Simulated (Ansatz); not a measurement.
## AlGaAs2 (zincblende [001] superlattice): converging the G0W0 gap

Wanted: a G0W0 gap for AlGaAs2 (zincblende [001] superlattice) that is converged in bands and cutoff, or an estimate of the limit.

Calculated with Ansatz 0.2.0; G0W0 on PBEsol, plane waves, PAW.

## (1) The structure

The cell holds 12 atoms: 3 Ga, 6 As and 3 Al. Cell: a = 4.012 Å, b = 4.012 Å, c = 16.964 Å, α = 90.0°, β = 90.0°, γ = 90.0°. It derives from GaAs. Regions: GaAs, 6 atoms (3 Ga and 3 As); AlAs, 6 atoms (3 Al and 3 As). The structure's axis is c.

The structure was relaxed with PBEsol. The runs that relaxed it are not among those shown. The default PAW set here is soft_2. Its files were made with PBE.

## (2) 206 empty bands, screening to 48 eV

G0W0 replaces the xc potential by the self-energy, built once from these orbitals. Only a window of levels is corrected, while the sums run over the empty bands that the input names.

input.yaml

```yaml
crystal:
  lattice:
    - [4.0118683384, 0.0, 0.0]
    - [0.0, 4.0119111164, 0.0]
    - [0.0, 0.0, 16.9637748046]
  atoms:
    - { symbol: Ga, position: [0.0, 0.0, 0.0419003233] }
    - { symbol: As, position: [0.5, 0.0, 0.1250116697] }
    - { symbol: Ga, position: [0.5, 0.5, 0.2080744508] }
    - { symbol: As, position: [0.0, 0.5, 0.2911371925] }
    - { symbol: Ga, position: [0.0, 0.0, 0.3742439539] }
    - { symbol: As, position: [0.5, 0.0, 0.4576296887] }
    - { symbol: Al, position: [0.5, 0.5, 0.5409360475] }
    - { symbol: As, position: [0.0, 0.5, 0.6244841779] }
    - { symbol: Al, position: [0.0, 0.0, 0.7080708943] }
    - { symbol: As, position: [0.5, 0.0, 0.7916585459] }
    - { symbol: Al, position: [0.5, 0.5, 0.8752045984] }
    - { symbol: As, position: [0.0, 0.5, 0.9585108917] }
kpoints:
  mp_grid: { grid: [4, 4, 2] }
hamiltonian:
  xc: pbesol
scf:
  occupations: { method: fixed }
gw:
  n_empty_bands: 206
  ecut_chi: 48
  qp_bands: [v4, c4]
  qp_kpoints: band_edges
  screening: { model: contour_deformation }
```

The run is started by

```bash
ansatz run input.yaml --threads 3 --pin off --max-ram 92160MiB --backend cuda --events-out ev --progress --plain --runs-dir out --devices 1 --max-vram 13GiB  # rebuilt from the run's record
```

Numbers of over 12 decimals in the logs are rounded to 6 here.

The log of the run:

```text
Warning: 4 symmetry operations that the atoms keep within the bar at which the run's group was sought (crystal.symmetry.tolerance 1.0e-5, or twice it) were not taken beside the 4 unitary ones that the detection took (of a slab, those that keep its plane). If the more symmetric cell is meant, write the vectors of crystal.lattice to more decimals, or, with the positions in fractional coordinates, give it by lengths and [...]
GPUs: using 1 of 1 available (devices: 1).
Engine: ansatz 0.2.0, x86_64-unknown-linux-gnu
Pseudopotentials: kind: paw
Pseudopotential: Ga, paw, valence charge 13, recommended cutoff 420 eV (normal), Ga.paw.azcp
Pseudopotential: As, paw, valence charge 15, recommended cutoff 420 eV (normal), As.paw.azcp
Pseudopotential: Al, paw, valence charge 3, recommended cutoff 420 eV (normal), Al.paw.azcp
Functional definition: PBEsol
  exchange = pbesol_x
  correlation = pbesol_c
device memory: the entry about to start is reckoned to put 4.6 GiB on a device that reports 44.1 GiB free (of which the cap on the GPU budget leaves the run 13.0 GiB)
GPU FFT provider: cuFFT
GPU libraries: cuBLAS 13.8.2, cuFFT 12.4.0, cuSOLVER 12.3.4
Crystal: 12 atoms, lattice volume = 273.036 Å³
Basis set: ecut = 420 eV, 5297 PW (Γ)
Bands: 83, of which v1, the nominal top of the filled ones, is band 69 counted from 1 (68 counted from 0)
Symmetry: 4 space group operations
Space group: Pmm2 (ITA 25), of the structure as read, at distance tolerance 6.5e-5 Å
k-points: 18 of 32
Non-local potential: Ga, projectors of the file, l = 0: 2, l = 1: 2, l = 2: 3, l = 3: 1
Non-local potential: As, projectors of the file, l = 0: 2, l = 1: 2, l = 2: 3, l = 3: 1
Non-local potential: Al, projectors of the file, l = 0: 2, l = 1: 2, l = 2: 1
PAW form: soft (Blöchl's): semilocal exchange-correlation on the pseudo side does not see the compensation charge
PAW frozen core: Ga, regenerated for the run's functional, and the local potential with it (the file was generated under x = pbe(κ = 0.804, μ = 0.219515), c = pbe(β = 0.066725))
PAW frozen core: As, regenerated for the run's functional, and the local potential with it (the file was generated under x = pbe(κ = 0.804, μ = 0.219515), c = pbe(β = 0.066725))
PAW frozen core: Al, regenerated for the run's functional, and the local potential with it (the file was generated under x = pbe(κ = 0.804, μ = 0.219515), c = pbe(β = 0.066725))
PAW one-centre angular grid: Ga, 590 points (default); XC on 64 Gauss nodes
PAW one-centre angular grid: As, 590 points (default); XC on 64 Gauss nodes
PAW one-centre angular grid: Al, 110 points (default); XC on 64 Gauss nodes
Initial density: superposition of atomic densities (neutral atoms: chi_scale 0, normalization atom), corrected by the library's trained network
Initial wavefunctions: pseudopotential atomic-orbital guess
GPU buffer pool allocated for 87480 grid points (all kernels)
GPU transforms: local potential and band sums: pruned to the plane-wave sphere, on 27×27×120
Functional: x = pbesol(κ = 0.804, μ = 0.123457), c = pbesol(β = 0.046)
SCF iter   1: F=—  HF=-41685.614080 eV  |F-HF|=—  |Δ(HF+E_count)|=         —  Δρ=2.55e-3  dr2=2.79e-2  ethr=1.77e-3  ⟨swp⟩=4.8  Hψ=4743  notcnv=0  defer=180
preconditioner: auto → Resta (q_TF=auto, 2.435 Å⁻¹)  ε∞=3.6  [insulator: Δε(μ)=1.053 eV  Ē_g=12.376 eV  n_scr=76 (ndim 8)  ℏωp=19.8 eV  f_vac=0.038  ε∞_Penn≈3.6]
SCF iter   2: F=—  HF=-41685.601814 eV  |F-HF|=—  |Δ(HF+E_count)|=   1.23e-2  Δρ=1.41e-3  dr2=8.19e-3  ethr=2.02e-5  ⟨swp⟩=3.0  Hψ=3006  notcnv=0  defer=216
SCF iter   3: F=—  HF=-41685.600839 eV  |F-HF|=—  |Δ(HF+E_count)|=   9.74e-4  Δρ=4.35e-4  dr2=8.94e-4  ethr=5.93e-6  ⟨swp⟩=2.0  Hψ=1617  notcnv=0  defer=216
SCF iter   4: F=—  HF=-41685.600950 eV  |F-HF|=—  |Δ(HF+E_count)|=   1.11e-4  Δρ=1.58e-4  dr2=9.30e-5  ethr=6.48e-7  ⟨swp⟩=2.0  Hψ=2632  notcnv=0  defer=214
SCF iter   5: F=—  HF=-41685.600939 eV  |F-HF|=—  |Δ(HF+E_count)|=   1.11e-5  Δρ=9.55e-5  dr2=1.95e-5  ethr=6.74e-8  ⟨swp⟩=2.0  Hψ=2596  notcnv=0  defer=141
SCF iter   6: F=—  HF=-41685.600959 eV  |F-HF|=—  |Δ(HF+E_count)|=   2.04e-5  Δρ=1.92e-5  dr2=2.14e-6  ethr=1.42e-8  ⟨swp⟩=2.0  Hψ=2058  notcnv=0  defer=142
SCF iter   7: F=—  HF=-41685.600961 eV  |F-HF|=—  |Δ(HF+E_count)|=   1.35e-6  Δρ=6.94e-6  dr2=7.41e-7  ethr=1.55e-9  ⟨swp⟩=2.0  Hψ=2598  notcnv=0  defer=143
SCF iter   8: F=-41685.600961 eV  HF=-41685.600961 eV  |F-HF|=1.79e-8  |Δ(HF+E_count)|=   9.18e-8  Δρ=2.59e-6  dr2=1.48e-8  ethr=7.25e-11  ⟨swp⟩=9.6  Hψ=6171  notcnv=0
SCF 1 converged in 8 iterations: F = -41685.600961 eV  dr2 = 1.48e-8
  greatest PAW one-centre occupation: 0.999 electrons in one spin orbital (limit 2), on the As atom at site 3 (counted from 0), in its partial waves of l = 2
device memory: the entry about to start is reckoned to put 5.6 GiB (of the 5.7 GiB reckoned in all, the device holds 0.2 GiB already) on a device that reports 43.6 GiB free (of which the cap on the GPU budget leaves the run 12.9 GiB)
NSCF: frozen V_eff on 18 k-points
the band table was solved once the SCF had ended and its energy, with any forces and stress, was formed, with the checks that follow a solve (5835 applications of the Hamiltonian). They found nothing against the state; the energy, forces and stress were not computed again (output.eigenvalues in the input reference)
device memory: the entry about to start is reckoned to put 5.6 GiB on a device that reports 52.1 GiB free (of which the cap on the GPU budget leaves the run 13.0 GiB)
NSCF: frozen V_eff on 18 k-points
G₀W₀ screening: q 1/18
[... further progress lines ...]
SCF converged after 8 iterations
Free energy (F): -41685.600961 eV
Harris-Foulkes:  -41685.600961 eV  (|F-HF|=1.79e-8)
Internal energy: -41685.600961 eV  (E = F + TS)
E sigma→0 (E₀):  -41685.600961 eV
Fermi energy:    7.132850 eV
--- Per-component energies (eV) ---
  E_band       = -1779.552181
  E_kinetic    = 1038.401595
  E_local      = -22209.591709  (includes V_loc(G=0)·N_el)
  E_nonlocal   = -2699.232771
  E_hartree    = 11345.654301
  E_xc         = -795.302625
  E_vxc        = -736.872978  (∫ρ·V_xc dr)
  E_paw        = -17973.963525  (= ΣΔE_a)
  E_vpaw       = 136.442023  (= ΣTr[D̂ρ^β])
  E_aug_tail   = -0.000376  (compensation charges beyond the density's cutoff)
  E_ewald      = -10400.010774
  E_core_change = 8.444923  (= ΣΔE_core)
  E_smearing   = -0.000000  (= −TS)
  E_closure    = -0.000000  (closes the sum)
  Σ components = -41685.600961   (vs F -41685.600961, Δ=0.00e0)
--- Band table (eV; the first three rows and the last of 18) ---
  k-point 0: bands = [... 65 lower, 6.2101, 7.1161, 7.1328, 7.1328, 8.1919, 8.3770, 8.7558, 8.8482, ... 10 higher]
  k-point 1: bands = [... 65 lower, 6.6805, 6.6805, 6.9567, 6.9568, 8.3455, 8.6723, 8.9711, 9.0787, ... 10 higher]
  k-point 2: bands = [... 65 lower, 6.3067, 6.4301, 6.4444, 6.9090, 8.9803, 9.0412, 9.1026, 9.5690, ... 10 higher]
  k-point 17: bands = [... 65 lower, 4.4746, 4.4747, 4.4947, 4.4947, 8.8029, 8.8029, 9.1294, 9.1294, ... 10 higher]
--- G₀W₀: contour deformation, 6 samples at zero and on the imaginary axis and 1 off it, 32 q-points, 206 empty bands' worth ---
  eigenvalues of the whole cell's RPA ε∞ on this k-mesh (on a slab, of 1 + 4πα/V) = 13.9955, 18.1286, 18.1290; static W/v taken at q = 0 is 0.051395
  gw.qp_kpoints: band_edges: 12 of 18 stored k-points solved, in 1 pass; an edge of the gap read off the rows below is read off those points alone
    valence top: of the k-points left out ik 8 came nearest to being solved in a further pass, in band 69 (counted from 1, as in the quasiparticle table): it holds the edge there only if its correction is more favourable than any solved in that band by at least 1.038 eV; those differ by 0.215 eV
    conduction bottom: of the k-points left out ik 15 came nearest to being solved in a further pass, in band 70 (counted from 1, as in the quasiparticle table): it holds the edge there only if its correction is more favourable than any solved in that band by at least 0.828 eV; those differ by 0.610 eV
    ik  band        ε_KS         Σx   Σc(E_QP)       V_xc       Z   E_QP_lin       E_QP  E_QP is
     0    66      6.2101   -15.8086     1.9089   -13.8182  0.7591     6.1285     6.1287  root
     0    67      7.1161   -15.9007     1.2793   -14.6654  0.7737     7.1602     7.1602  root
     0    68      7.1328   -16.4459     1.6384   -14.8104  0.7703     7.1357     7.1357  root
     0    69      7.1328   -16.4459     1.6384   -14.8104  0.7703     7.1357     7.1357  root
     0    70      8.1919   -10.9869    -3.1087   -14.9954  0.7820     9.1151     9.0917  root
     0    71      8.3770    -5.8025    -3.5745    -9.6803  0.7817     8.6819     8.6803  root
     0    72      8.7558    -7.0941    -3.5625   -11.0676  0.7802     9.1700     9.1667  root
     0    73      8.8482    -7.1022    -3.5502   -11.0408  0.7817     9.2395     9.2366  root
     1    66      6.6805   -15.8283     1.7801   -14.0055  0.7656     6.6378     6.6378  root
     1    67      6.6805   -15.8283     1.7801   -14.0055  0.7656     6.6378     6.6378  root
     1    68      6.9567   -16.3749     1.6467   -14.7151  0.7684     6.9436     6.9436  root
     1    69      6.9567   -16.3749     1.6467   -14.7151  0.7684     6.9436     6.9436  root
     1    70      8.3455    -6.1212    -3.5242    -9.9920  0.7813     8.6942     8.6921  root
     1    71      8.6723    -6.6746    -3.5530   -10.5589  0.7836     9.0055     9.0035  root
     1    72      8.9711   -11.0121    -3.0404   -14.8411  0.7758     9.7749     9.7596  root
     1    73      9.0787    -7.4659    -3.5798   -11.5259  0.7758     9.5634     9.5588  root
     2    66      6.3067   -15.9962     1.9162   -14.0120  0.7609     6.2386     6.2388  root
     2    67      6.4301   -15.7154     1.5808   -14.1147  0.7666     6.4102     6.4102  root
     2    68      6.4444   -15.7487     1.5634   -14.1681  0.7668     6.4274     6.4274  root
     2    69      6.9090   -16.4361     1.7352   -14.6915  0.7678     6.8996     6.8996  root
     2    70      8.9803    -9.1824    -3.3836   -13.2540  0.7779     9.6789     9.6683  root
     2    71      9.0412    -9.1763    -3.3953   -13.2490  0.7777     9.7288     9.7186  root
     2    72      9.1026    -7.0969    -3.6269   -11.1756  0.7785     9.5585     9.5543  root
     2    73      9.5690    -7.2717    -3.7334   -11.4859  0.7740    10.0550    10.0498  root
[...]
17    66      4.4746   -15.1051     2.3300   -12.6137  0.7368     4.3126     4.3133  root
    17    67      4.4746   -15.1051     2.3300   -12.6137  0.7368     4.3126     4.3133  root
    17    68      4.4947   -15.0031     2.3575   -12.4339  0.7370     4.2817     4.2829  root
    17    69      4.4947   -15.0031     2.3575   -12.4339  0.7370     4.2817     4.2829  root
    17    70      8.8029    -6.0264    -3.5189    -9.8678  0.7807     9.1273     9.1254  root
    17    71      8.8029    -6.0264    -3.5189    -9.8678  0.7807     9.1273     9.1254  root
    17    72      9.1294    -6.8170    -3.5255   -10.6692  0.7835     9.4581     9.4561  root
    17    73      9.1294    -6.8170    -3.5255   -10.6692  0.7835     9.4581     9.4561  root
```

Run time: 35 s. Hardware: 1 × NVIDIA H100 80GB HBM3 (shared by 6 runs) with 3 threads of AMD EPYC 7R13 (Zen 3), shared host; peak memory 1.7 GiB; 51 s of CPU time.

This step gave:

```
bands summed                                 : 275
RPA ε∞ on this mesh (eigenvalues)            : 14.00, 18.13, 18.13
plane waves in the screening matrix          : 207
q-points in the mesh                         : 32
G0W0 gap on the mesh                         : 1.520 eV
k of the valence top                         : 0, 0, 0
k of the conduction bottom                   : 0, 0, 0
starting gap on the mesh                     : 1.059 eV
Z at the valence top                         : 0.7737
Z at the conduction bottom                   : 0.7817
least direct G0W0 gap on the computed points : 1.520 eV
```

The gap on the mesh goes from 1.06 eV to 1.52 eV, a correction of +0.46 eV, though a band edge has moved to another state.

## (3) 814 empty bands, screening to 120 eV

Bands and screening cutoff are moved together, since each hides the error of the other.

Changes to input.yaml since step 2:

```diff
@@ -25,4 +25,4 @@
 gw:
-  n_empty_bands: 206
-  ecut_chi: 48
+  n_empty_bands: 814
+  ecut_chi: 120.0
   qp_bands: [v4, c4]
```

The log of the run:

```text
[...]
GPUs: using 1 of 1 available (devices: 1).
[...]
GPU FFT provider: cuFFT
GPU libraries: cuBLAS 13.8.2, cuFFT 12.4.0, cuSOLVER 12.3.4
Crystal: 12 atoms, lattice volume = 273.036 Å³
Basis set: ecut = 420 eV, 5297 PW (Γ)
Bands: 83, of which v1, the nominal top of the filled ones, is band 69 counted from 1 (68 counted from 0)
Symmetry: 4 space group operations
[...]
k-points: 18 of 32
[...]
GPU buffer pool allocated for 87480 grid points (all kernels)
[...]
SCF iter   1: F=—  HF=-41685.614080 eV  |F-HF|=—  |Δ(HF+E_count)|=         —  Δρ=2.55e-3  dr2=2.79e-2  ethr=1.77e-3  ⟨swp⟩=4.8  Hψ=4743  notcnv=0  defer=180
[...]
SCF iter   8: F=-41685.600961 eV  HF=-41685.600961 eV  |F-HF|=1.79e-8  |Δ(HF+E_count)|=   9.18e-8  Δρ=2.59e-6  dr2=1.48e-8  ethr=7.25e-11  ⟨swp⟩=9.6  Hψ=6171  notcnv=0
SCF 1 converged in 8 iterations: F = -41685.600961 eV  dr2 = 1.48e-8
[...]
NSCF: frozen V_eff on 18 k-points
[...]
G₀W₀ screening: q 1/18
[... further progress lines ...]
SCF converged after 8 iterations
Free energy (F): -41685.600961 eV
[...]
Internal energy: -41685.600961 eV  (E = F + TS)
E sigma→0 (E₀):  -41685.600961 eV
Fermi energy:    7.132850 eV
[...]
--- Band table (eV; the first three rows and the last of 18) ---
  k-point 0: bands = [... 65 lower, 6.2101, 7.1161, 7.1328, 7.1328, 8.1919, 8.3770, 8.7558, 8.8482, ... 10 higher]
  k-point 1: bands = [... 65 lower, 6.6805, 6.6805, 6.9567, 6.9568, 8.3455, 8.6723, 8.9711, 9.0787, ... 10 higher]
  k-point 2: bands = [... 65 lower, 6.3067, 6.4301, 6.4444, 6.9090, 8.9803, 9.0412, 9.1026, 9.5690, ... 10 higher]
  k-point 17: bands = [... 65 lower, 4.4746, 4.4747, 4.4947, 4.4947, 8.8029, 8.8029, 9.1294, 9.1294, ... 10 higher]
[...]
0    66      6.2101   -15.8086     1.4677   -13.8182  0.7554     5.6814     5.6875  root
     0    67      7.1161   -15.9007     0.7804   -14.6654  0.7686     6.6579     6.6613  root
     0    68      7.1328   -16.4459     1.1445   -14.8104  0.7655     6.6373     6.6418  root
     0    69      7.1328   -16.4459     1.1445   -14.8104  0.7655     6.6373     6.6418  root
     0    70      8.1919   -10.9869    -3.5985   -14.9954  0.7795     8.6044     8.6018  root
     0    71      8.3770    -5.8025    -3.7786    -9.6803  0.7811     8.4763     8.4761  root
     0    72      8.7558    -7.0941    -3.8353   -11.0676  0.7793     8.8943     8.8940  root
     0    73      8.8482    -7.1022    -3.8191   -11.0408  0.7809     8.9679     8.9676  root
[...]
17    70      8.8029    -6.0264    -3.7495    -9.8678  0.7798     8.8949     8.8947  root
    17    71      8.8029    -6.0264    -3.7495    -9.8678  0.7798     8.8949     8.8947  root
    17    72      9.1294    -6.8170    -3.7755   -10.6692  0.7827     9.2062     9.2061  root
    17    73      9.1294    -6.8170    -3.7755   -10.6692  0.7827     9.2062     9.2061  root
```

Wall time 2.4 min (1 × NVIDIA H100 80GB HBM3 (shared by 6 runs) with 3 threads); peak memory 4.4 GiB.

Numbers from this step:

```yaml
bands_summed: 883
rpa_eps_infinity_on_this_mesh_eigenvalues: 13.70, 17.71, 17.71
plane_waves_in_the_screening_matrix: 803
q_points_in_the_mesh: 32
g0w0_gap_on_the_mesh: 1.801 eV
k_of_the_valence_top: 0, 0, 0
k_of_the_conduction_bottom: 0, 0, -0.5
starting_gap_on_the_mesh: 1.059 eV
z_at_the_valence_top: 0.7686
z_at_the_conduction_bottom: 0.7805
least_direct_g0w0_gap_on_the_computed_points: 1.815 eV
```

Against the run with 4×4×2 mesh, 206 empty bands, screening to 48 eV, the gap moves by +0.28 eV.

## (4) Side by side

Times are wall times on 1 × NVIDIA H100 80GB HBM3 (shared by 6 runs) with 3 threads of AMD EPYC 7R13 (Zen 3), shared host, good to a factor of about two.

| mesh | files | frequency | bands summed | cutoff (eV) | start (eV) | G0W0 (eV) | time | host memory (GiB) |
| --- | --- | --- | --- | --- | --- | --- | --- | --- |
| 4×4×2 | default PAW | contour deformation | 275 | 48 | 1.059 | 1.520 | 35 s | 1.7 |
| 4×4×2 | default PAW | contour deformation | 883 | 120 | 1.059 | 1.801 | 2.4 min | 4.4 |

How the two edges are built up, in eV (the quasiparticle level is the starting level plus Σx plus Σc less Vxc):

| run | edge | start | Σx | Σc | Vxc | Z | QP |
| --- | --- | --- | --- | --- | --- | --- | --- |
| 275 bands | valence top | 7.12 | -15.90 | 1.28 | -14.67 | 0.77 | 7.16 |
| 275 bands | conduction bottom | 8.38 | -5.80 | -3.57 | -9.68 | 0.78 | 8.68 |
| 883 bands | valence top | 7.12 | -15.90 | 0.78 | -14.67 | 0.77 | 6.66 |
| 883 bands | conduction bottom | 8.35 | -6.12 | -3.75 | -9.99 | 0.78 | 8.46 |

 Where G0W0 reorders the edges (275 bands and 883 bands), the two states listed lie further apart at the start than the starting gap.

## (5) What came out

| Property | Result |
| --- | --- |
| 275 bands, 48 eV | 1.520 eV |
| 883 bands, 120 eV | 1.801 eV |
| mesh and start | 4×4×2, PBEsol |

What this shows: From 275 to 883 bands the gap moves by +0.28 eV while the time grows 4.2-fold. The states at the edges change along the series or lie close to crossing, so no limit is drawn from it. The 4×4×2 mesh is coarse for this cell (its supercell is 16 Å along the shortest edge). The RPA ε∞ on it, from the PBEsol start, is 13.70 and 17.71; such meshes misread the long-range screening, most where the gap is narrow. The many-body steps are scalar-relativistic: spin-orbit coupling is not in them.

[Paths, hosts, dates, memory and timing lines, banners, echoed tables and standing remarks are left out of the program output.]

[Logs are printed without paths, hosts, clocks, repeated set-up lines and the standing remarks that a program may print on its own settings, such as how far it seeks lower states.]

[Runs of the session that timed out or met a known fault of the program may be left out.]

[Cells called generated may have been cut or substituted from an entry of the Crystallography Open Database or the Materials Project.]

[Hosts, paths, dates, database ids (printed as entryN), source tags and the programs' standing remarks are cut or masked in the printed files.]
